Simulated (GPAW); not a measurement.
# Collinear magnetic orders of MnGe11 (Ge24x311 Mn2 nn) with GPAW

Does MnGe11 (Ge24x311 Mn2 nn) prefer parallel or opposed moments, or none?

Calculated with GPAW 26.7.0; PBE; plane waves with GPAW's PAW setups, scalar-relativistic.

## 1. Set-up

It takes space group C2/m (No. 12, monoclinic). The conventional cell has a = 8.002 Å, b = 8.002 Å, c = 16.974 Å, α = 90.00°, β = 90.00°, γ = 90.00°. Nearest to Mn lie 3 Ge at 2.45 Å and 1 Mn at 2.45 Å. Ge has 3 Ge at 2.45 Å and 1 Mn at 2.45 Å nearest. Nearest to Ge lie 3 Ge at 2.45 Å and 1 Mn at 2.45 Å. Ge has 4 Ge at 2.45 Å nearest. Nearest to Ge lie 4 Ge at 2.45 Å. Ge has 4 Ge at 2.45 Å nearest. substitutional dopants on the host's lattice, its constants typed without a cited source, atoms not relaxed. Farther neighbours are not listed.

The cell is a made-up one and need not be a known phase.

## 2. Run 1 (ferro ++)

The parallel start comes first: it fits the smallest cell, keeps the most symmetry and shows whether parallel moments form.

File order1.py:

```python
import json
import numpy as np
from ase import Atoms
from ase.parallel import paropen, parprint
from gpaw import GPAW

atoms = Atoms(['Mn', 'Mn', 'Ge', 'Ge', 'Ge', 'Ge', 'Ge', 'Ge', 'Ge', 'Ge', 'Ge', 'Ge', 'Ge', 'Ge', 'Ge', 'Ge', 'Ge', 'Ge', 'Ge', 'Ge', 'Ge', 'Ge', 'Ge', 'Ge'],
    cell=[[16.974, 0.0, 0.0],
         [0.0, 5.658, 0.0],
         [0.0, 0.0, 5.658]],
    scaled_positions=[[0.0, 0.0, 0.0],
         [0.083333, 0.25, 0.25],
         [0.0, 0.5, 0.5],
         [0.083333, 0.75, 0.75],
         [0.166667, 0.0, 0.5],
         [0.25, 0.25, 0.75],
         [0.166667, 0.5, 0.0],
         [0.25, 0.75, 0.25],
         [0.333333, 0.0, 0.0],
         [0.416667, 0.25, 0.25],
         [0.333333, 0.5, 0.5],
         [0.416667, 0.75, 0.75],
         [0.5, 0.0, 0.5],
         [0.583333, 0.25, 0.75],
         [0.5, 0.5, 0.0],
         [0.583333, 0.75, 0.25],
         [0.666667, 0.0, 0.0],
         [0.75, 0.25, 0.25],
         [0.666667, 0.5, 0.5],
         [0.75, 0.75, 0.75],
         [0.833333, 0.0, 0.5],
         [0.916667, 0.25, 0.75],
         [0.833333, 0.5, 0.0],
         [0.916667, 0.75, 0.25]],
    pbc=True,
    magmoms=[4.5, 4.5, 0.0, 0.0, 0.0, 0.0, 0.0, 0.0, 0.0, 0.0, 0.0, 0.0, 0.0, 0.0, 0.0, 0.0, 0.0, 0.0, 0.0, 0.0, 0.0, 0.0, 0.0, 0.0])
atoms.calc = GPAW(mode={'name': 'pw', 'ecut': 450},
    xc='PBE',
    kpts={'size': (2, 5, 5), 'gamma': True},
    occupations={'name': 'fermi-dirac', 'width': 0.05},
    convergence={'density': 1e-05, 'energy': 1e-05},
    maxiter=200,
    mixer={'name': 'pulay', 'beta': 0.05, 'nmaxold': 6, 'weight': 50},
    symmetry={'tolerance': 1e-4},
    txt='order1.txt')
e = atoms.get_potential_energy(force_consistent=True)
res = {'free_energy': e, 'energy_sigma0': atoms.get_potential_energy(), 'fermi_energy': atoms.calc.get_fermi_level()}
res['moments'] = atoms.get_magnetic_moments().tolist()
res['total'] = atoms.get_magnetic_moment()
parprint('site moments (muB):', np.round(res['moments'], 3))
parprint(f"total moment: {res['total']:.3f} muB")
parprint(f'free energy: {e:.6f} eV')
atoms.calc.write('order1.gpw')
with paropen('results.json', 'w') as f:
    json.dump(res, f)
```

On the command line:

```bash
> OMP_NUM_THREADS=1 mpirun -n 4 gpaw python order1.py > order1.log
```

Numbers of over 12 decimals in the logs are rounded to 6 here.

Output:

```text
site moments (muB): [ 3.043e+00  3.043e+00 -3.900e-02 -3.900e-02 -4.600e-02  2.000e-03
 -4.600e-02  2.000e-03 -8.000e-03 -4.000e-03 -4.000e-03 -2.000e-03
 -3.000e-03 -3.000e-03 -3.000e-03 -3.000e-03 -4.000e-03 -8.000e-03
 -2.000e-03 -4.000e-03  2.000e-03 -4.600e-02  2.000e-03 -4.600e-02]
total moment: 6.129 muB
free energy: -114.473109 eV

--- order1.txt ---
Input parameters:
  mode=PW(ecut=450),
  convergence={'density': 1e-05, 'energy': 1e-05},
  kpts=MonkhorstPack(size=(2, 5, 5), gamma=True),
  maxiter=200,
  mixer=Pulay(name='pulay', nmaxold=6, beta=0.05, weight=50, sigma=0.015, g_ss=None),
  occupations=Occupations(name='fermi-dirac', width=0.05),
  symmetry=Symmetry(tolerance=0.0001),
  xc=XC(name='PBE')

Diagonalizing LCAO Hamiltonian
Converting LCAO to pw mode
    .-----------------------------------------.
   /|                                         |
  / |  Ge            Ge            Ge         |
 *  |                                         |
 |  |       Ge            Ge            Ge    |
 | Ge           Ge             Ge             |
 |  |   Ge    Ge      Ge    Ge      Ge    Ge  |
 |  .-----------------------------------------.
 | / Mn   Ge       Ge  Ge        Ge  Ge      /
 |/                                         /
 Mn------------Ge------------Ge------------*

Atoms  # Å, Bohr magnetons
|    | symbol |         x |        y |        z |    initial magnetic moments |
|----|--------|-----------|----------|----------|-----------------------------|
|  0 |     Mn |  0.000000 | 0.000000 | 0.000000 | ( 0.0000,  0.0000,  4.5000) |
|  1 |     Mn |  1.414494 | 1.414500 | 1.414500 | ( 0.0000,  0.0000,  4.5000) |
|  2 |     Ge |  0.000000 | 2.829000 | 2.829000 | ( 0.0000,  0.0000,  0.0000) |
|  3 |     Ge |  1.414494 | 4.243500 | 4.243500 | ( 0.0000,  0.0000,  0.0000) |
|  4 |     Ge |  2.829006 | 0.000000 | 2.829000 | ( 0.0000,  0.0000,  0.0000) |
|  5 |     Ge |  4.243500 | 1.414500 | 4.243500 | ( 0.0000,  0.0000,  0.0000) |
|  6 |     Ge |  2.829006 | 2.829000 | 0.000000 | ( 0.0000,  0.0000,  0.0000) |
|  7 |     Ge |  4.243500 | 4.243500 | 1.414500 | ( 0.0000,  0.0000,  0.0000) |
|  8 |     Ge |  5.657994 | 0.000000 | 0.000000 | ( 0.0000,  0.0000,  0.0000) |
|  9 |     Ge |  7.072506 | 1.414500 | 1.414500 | ( 0.0000,  0.0000,  0.0000) |
| 10 |     Ge |  5.657994 | 2.829000 | 2.829000 | ( 0.0000,  0.0000,  0.0000) |
| 11 |     Ge |  7.072506 | 4.243500 | 4.243500 | ( 0.0000,  0.0000,  0.0000) |
| 12 |     Ge |  8.487000 | 0.000000 | 2.829000 | ( 0.0000,  0.0000,  0.0000) |
| 13 |     Ge |  9.901494 | 1.414500 | 4.243500 | ( 0.0000,  0.0000,  0.0000) |
| 14 |     Ge |  8.487000 | 2.829000 | 0.000000 | ( 0.0000,  0.0000,  0.0000) |
| 15 |     Ge |  9.901494 | 4.243500 | 1.414500 | ( 0.0000,  0.0000,  0.0000) |
| 16 |     Ge | 11.316006 | 0.000000 | 0.000000 | ( 0.0000,  0.0000,  0.0000) |
| 17 |     Ge | 12.730500 | 1.414500 | 1.414500 | ( 0.0000,  0.0000,  0.0000) |
| 18 |     Ge | 11.316006 | 2.829000 | 2.829000 | ( 0.0000,  0.0000,  0.0000) |
| 19 |     Ge | 12.730500 | 4.243500 | 4.243500 | ( 0.0000,  0.0000,  0.0000) |
| 20 |     Ge | 14.144994 | 0.000000 | 2.829000 | ( 0.0000,  0.0000,  0.0000) |
| 21 |     Ge | 15.559506 | 1.414500 | 4.243500 | ( 0.0000,  0.0000,  0.0000) |
| 22 |     Ge | 14.144994 | 2.829000 | 0.000000 | ( 0.0000,  0.0000,  0.0000) |
| 23 |     Ge | 15.559506 | 4.243500 | 1.414500 | ( 0.0000,  0.0000,  0.0000) |

Unit cell  # Å
| periodic |         x |        y |        z |   lengths |    angles |
|----------|-----------|----------|----------|-----------|-----------|
|      yes | 16.974000 | 0.000000 | 0.000000 | 16.974000 | 90.000000 |
|      yes |  0.000000 | 5.658000 | 0.000000 |  5.658000 | 90.000000 |
|      yes |  0.000000 | 0.000000 | 5.658000 |  5.658000 | 90.000000 |

Number of symmetries: 2

BZ-sampling:
  Number of BZ points: 50
  Number of IBZ points: 18

  Monkhorst-Pack size: [2, 5, 5]
  Monkhorst-Pack shift: [0.25, 0.0, 0.0]

K-points  # in reciprocal-cell coordinates
|     |                                coordinates |     weight |
|-----|--------------------------------------------|------------|
|   0 | (  0.00000000,   0.00000000,   0.00000000) | 0.02000000 |
|   1 | (  0.00000000,   0.20000000,  -0.20000000) | 0.04000000 |
|   2 | (  0.00000000,   0.20000000,   0.00000000) | 0.08000000 |
|   3 | (  0.00000000,   0.20000000,   0.20000000) | 0.04000000 |
|   4 | (  0.00000000,   0.40000000,  -0.40000000) | 0.04000000 |
|   5 | (  0.00000000,   0.40000000,  -0.20000000) | 0.08000000 |
|   6 | (  0.00000000,   0.40000000,   0.00000000) | 0.08000000 |
|   7 | (  0.00000000,   0.40000000,   0.20000000) | 0.08000000 |
|   8 | (  0.00000000,   0.40000000,   0.40000000) | 0.04000000 |
|   9 | (  0.50000000,   0.00000000,   0.00000000) | 0.02000000 |
| ... |                                            |            |
|  17 | (  0.50000000,   0.40000000,   0.40000000) | 0.04000000 |

Plane wave coefficients: 11808
Cutoff: 450.000000 eV

Spin-components: 2 (collinear spins)
Bands:           81
Projectors:      122
Spin-degeneracy: 1
Datatype:        complex128

Parallelization:
  kpt:    4
  domain: 1
  band:   1

Density:
  Valence electrons: 118.0
  Components: 2
  Grid points: [84 28 28]
  Charge: 0.0  # |e|

Potential:
  Grid points: [84 28 28]

species:
  Mn:
    name:    Manganese
    Z:       25.0
    valence: 15
    core:    10
    charge:  0.0  # [|e|]
    compensation charges:
      type: gauss
      rc: 0.38  # [Å]
      lmax: 2
    cutoffs:
      filter: 2.14  # [Å]
      core: 0.86  # [Å]
    projectors
    | kind |    occ | energy [eV] | rcut [Å] |
    |------|--------|-------------|----------|
    |   3s |  2.000 |     -85.859 |    1.275 |
    |   4s |  2.000 |      -5.106 |    1.275 |
    |   3p |  6.000 |     -54.597 |    1.281 |
    |   4p |  0.000 |      -1.371 |    1.281 |
    |   3d |  5.000 |      -6.771 |    1.138 |
    |    d |        |      20.441 |    1.138 |

    Using partial waves for Mn as LCAO basis

  Ge:
    name:    Germanium
    Z:       32.0
    valence: 4
    core:    28
    charge:  0.0  # [|e|]
    compensation charges:
      type: gauss
      rc: 0.32  # [Å]
      lmax: 2
    cutoffs:
      filter: 1.77  # [Å]
      core: 3.42  # [Å]
    projectors
    | kind |    occ | energy [eV] | rcut [Å] |
    |------|--------|-------------|----------|
    |   4s |  2.000 |     -11.726 |    1.005 |
    |   4p |  2.000 |      -3.896 |    1.005 |
    |    s |        |      15.485 |    1.005 |
    |    p |        |      23.315 |    1.005 |
    |    d |        |       0.000 |    1.005 |

    Using partial waves for Ge as LCAO basis

Reference energy: -1319176.208901  # eV

eigensolver:
  PPCG
  Converge bands: occupied
  niter=2

density mixing:
  Pulay-Mixer
  Linear mixing parameters: 0.05
  Old densities: 6
  Fourier metric: weight=50, sigma=0.015

occupation numbers:
  Fermi-Dirac:
    width: 0.0500  # eV

poisson solver:
  ecut: 3600.000000  # eV

xc functional:
  name: PBE with 2 nearest neighbor stencil

convergence criteria:
- Maximum integral of absolute [dens]ity change: 1e-05 electrons / valence electron
- Maximum [total energy] change in last 3 cyles: 1e-05 eV / valence electron
- Maximum integral of absolute [eigenst]ate change: 4e-08 eV^2 / valence electron
maximum number of iterations: 200

SCF iterations
|iter     |      energy | eigst |  dens |  magmom |
|---------|-------------|-------|-------|---------|
|iter:   1|       0s | -115.630606 | +0.10 |       |  +9.0194|
|iter:   2|      20s | -114.483494 | -1.21 | -0.85 |  +8.8422|
|iter:   3|      41s | -114.296601 | -2.42 | -0.97 |  +8.7840|
|iter:   4|      62s | -114.325243 | -1.99 | -0.98 |  +8.3706|
|iter:   5|      84s | -115.052615 | -1.48 | -1.08 |  +8.0763|
|iter:   6|     106s | -114.481496 | -1.87 | -1.15 |  +7.3379|
|iter:   7|     127s | -114.466250 | -2.02 | -1.56 |  +7.0572|
|iter:   8|     149s | -114.429365 | -2.70 | -1.70 |  +7.0023|
|iter:   9|     171s | -114.473987 | -2.41 | -1.79 |  +6.8291|
|iter:  10|     192s | -114.415666 | -2.62 | -1.85 |  +6.7588|
[... 20 iterations left out ...]
|iter:  31|     647s | -114.455911c| -6.84 | -4.01 |  +6.1290|
|iter:  32|     669s | -114.455913c| -7.33 | -4.25 |  +6.1293|
|iter:  33|     679s | -114.455912c| -8.40c| -4.53 |  +6.1294|
|iter:  34|     690s | -114.455912c| -7.89c| -4.57 |  +6.1292|
|iter:  35|     700s | -114.455913c| -8.27c| -4.71 |  +6.1291|
|iter:  36|     711s | -114.455913c| -8.40c| -4.71 |  +6.1293|
|iter:  37|     721s | -114.455912c| -8.49c| -4.77 |  +6.1294|
|iter:  38|     731s | -114.455912c| -8.45c| -4.83 |  +6.1293|
|iter:  39|     741s | -114.455912c| -8.13c| -4.85 |  +6.1294|
|iter:  40|     750s | -114.455911c| -8.22c| -5.15c|  +6.1295|

Converged in 40 steps
Energy contributions relative to reference atoms: (reference = -1319176.208901)

Energy contributions:
  Kinetic:         296.652527
  Coulomb:        -263.764622
  Zero:              0.438374
  External:          0.000000
  Xc:             -147.764993
  Entropy:          -0.034395
  Spinorbit:         0.000000
  ----------------------------
  Free energy:    -114.473109
  Extrapolated:   -114.455911

dipole moment: (-93.386776, -104.891847, -104.891847)  # |e|*Ang

Total magnetic moment: (0.000000, 0.000000, 6.129467)

Local magnetic moments
|        x |        y |         z |
|----------|----------|-----------|
| 0.000000 | 0.000000 |  3.042819 |  # Mn   0
| 0.000000 | 0.000000 |  3.042832 |  # Mn   1
| 0.000000 | 0.000000 | -0.039015 |  # Ge   2
| 0.000000 | 0.000000 | -0.039015 |  # Ge   3
| 0.000000 | 0.000000 | -0.045567 |  # Ge   4
| 0.000000 | 0.000000 |  0.002158 |  # Ge   5
| 0.000000 | 0.000000 | -0.045567 |  # Ge   6
| 0.000000 | 0.000000 |  0.002158 |  # Ge   7
| 0.000000 | 0.000000 | -0.007785 |  # Ge   8
| 0.000000 | 0.000000 | -0.003559 |  # Ge   9
| 0.000000 | 0.000000 | -0.004260 |  # Ge  10
| 0.000000 | 0.000000 | -0.001712 |  # Ge  11
| 0.000000 | 0.000000 | -0.003338 |  # Ge  12
| 0.000000 | 0.000000 | -0.003338 |  # Ge  13
| 0.000000 | 0.000000 | -0.003338 |  # Ge  14
| 0.000000 | 0.000000 | -0.003338 |  # Ge  15
| 0.000000 | 0.000000 | -0.003559 |  # Ge  16
| 0.000000 | 0.000000 | -0.007785 |  # Ge  17
| 0.000000 | 0.000000 | -0.001712 |  # Ge  18
| 0.000000 | 0.000000 | -0.004259 |  # Ge  19
| 0.000000 | 0.000000 |  0.002158 |  # Ge  20
| 0.000000 | 0.000000 | -0.045567 |  # Ge  21
| 0.000000 | 0.000000 |  0.002158 |  # Ge  22
| 0.000000 | 0.000000 | -0.045567 |  # Ge  23

Fermi level: 5.351
Eigenvalues  # (at kpt = [0.000, 0.000, 0.000])
| band index |      eig [eV] | occ [0-1] |      eig [eV] | occ [0-1] |
|------------|---------------|-----------|---------------|-----------|
|          0 |       -74.996 |     1.000 |       -71.634 |     1.000 |
|        ... |               |           |               |           |
|         51 |         3.587 |     1.000 |         4.907 |     1.000 |
|         52 |         3.656 |     1.000 |         5.003 |     0.999 |
|         53 |         3.918 |     1.000 |         5.095 |     0.994 |
|         54 |         4.045 |     1.000 |         5.323 |     0.636 |
|         55 |         4.219 |     1.000 |         5.327 |     0.618 |
|         56 |         4.292 |     1.000 |         5.617 |     0.005 |
|         57 |         4.545 |     1.000 |         5.909 |     0.000 |
|         58 |         4.619 |     1.000 |         6.243 |     0.000 |
|         59 |         4.956 |     1.000 |         6.293 |     0.000 |
|         60 |         5.081 |     0.996 |         6.328 |     0.000 |
|         61 |         5.269 |     0.838 |         6.350 |     0.000 |
|         62 |         5.656 |     0.002 |         6.432 |     0.000 |
|         63 |         6.409 |     0.000 |         6.544 |     0.000 |
|         64 |         6.425 |     0.000 |         6.775 |     0.000 |
|         65 |         6.464 |     0.000 |         6.814 |     0.000 |
|         66 |         6.704 |     0.000 |         7.001 |     0.000 |
|        ... |               |           |               |           |
|         80 |         8.548 |     0.000 |         8.747 |     0.000 |

No gap
No difference between direct/indirect transitions
```

It took 13 min on 4 MPI ranks of Arm Neoverse V1, shared host; peak memory 2.1 GiB.

Spin moment in the augmentation sphere by atom:

```csv
atom,spin moment in the augmentation sphere (μB)
Mn1,3.04
Mn2,3.04
Ge3,-0.04
Ge4,-0.04
Ge5,-0.05
Ge6,0.00
Ge7,-0.05
Ge8,0.00
Ge9,-0.01
Ge10,0.00
Ge11,0.00
Ge12,0.00
Ge13,0.00
Ge14,0.00
Ge15,0.00
Ge16,0.00
Ge17,0.00
Ge18,-0.01
Ge19,0.00
Ge20,0.00
Ge21,0.00
Ge22,-0.05
Ge23,0.00
Ge24,-0.05
```

Numbers from this step:

* magnetization: 6.129 μB
* final state: ferromagnetic

After 40 cycles the largest moment stands at 3.04 μB.

[end of part 1 of 2]

[Logs and program files are shortened in this print: banners, set-up blocks, solver, clock and traceback lines can be left out without a mark of their own.]

[Logs are printed without paths, hosts, clocks, repeated set-up lines and the standing remarks that a program may print on its own settings, such as how far it seeks lower states.]

[Hosts, paths, dates, database ids (printed as entryN), source tags and the programs' standing remarks are cut or masked in the printed files.]

[Where a cell is said to come from a database of computed structures, the database is the Materials Project.]
